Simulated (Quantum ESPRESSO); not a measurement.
Records of electronic-structure calculations.

```xyz
6
Lattice="4.133 0.000 0.000 -2.066 3.579 0.000 0.000 0.000 5.009" Properties=species:S:1:pos:R:3 pbc="T T T" subject="Fe2Ge: non-collinear starts" method="LDA; plane waves with GBRV 1.5 LDA potentials, no spin-orbit coupling (and 1 further level or step)" program="Quantum ESPRESSO 7.5" settings_of_one_run="GBRV 1.5 LDA, potential files Fe: fe_lda_v1.5.uspp.F.UPF, Ge: ge_lda_v1.4.uspp.F.UPF, cutoff 462.59 eV, 5×5×4 k-mesh, 116 bands, fermi-dirac occupations, smearing width 0.1 eV, SCF threshold 1.20e-8, starting moments 2.8 2.8 2.8 2.8 0 0 μB" cost="4 runs, 58 min in all on 8 MPI ranks of Arm Neoverse N1, shared host (the runs of this entry)" notes="Without spin–orbit coupling only the angles between moments matter. The cell holds only so many moments, so longer spirals cannot form in it." lowest_start="collinear parallel, random 1, tetrahedral directions in turn and 90 degrees in a plane in turn" its_final_state="ferromagnetic" its_moments="1.38 to 2.31 μB" its_net_moment="7.35 μB a cell"
Fe    0.000    0.000    0.000
Fe    0.000    0.000    2.504
Fe    2.066    1.193    3.757
Fe    0.000    2.386    1.252
Ge    2.066    1.193    1.252
Ge    0.000    2.386    3.757
```

[Logs and program files are shortened in this print: banners, set-up blocks, solver, clock and traceback lines can be left out without a mark of their own.]

[Logs are printed without paths, hosts, clocks, repeated set-up lines and the standing remarks that a program may print on its own settings, such as how far it seeks lower states.]

[Hosts, paths, dates, database ids (printed as entryN), source tags and the programs' standing remarks are cut or masked in the printed files.]

[Where a cell is said to come from a database of computed structures, the database is the Materials Project.]
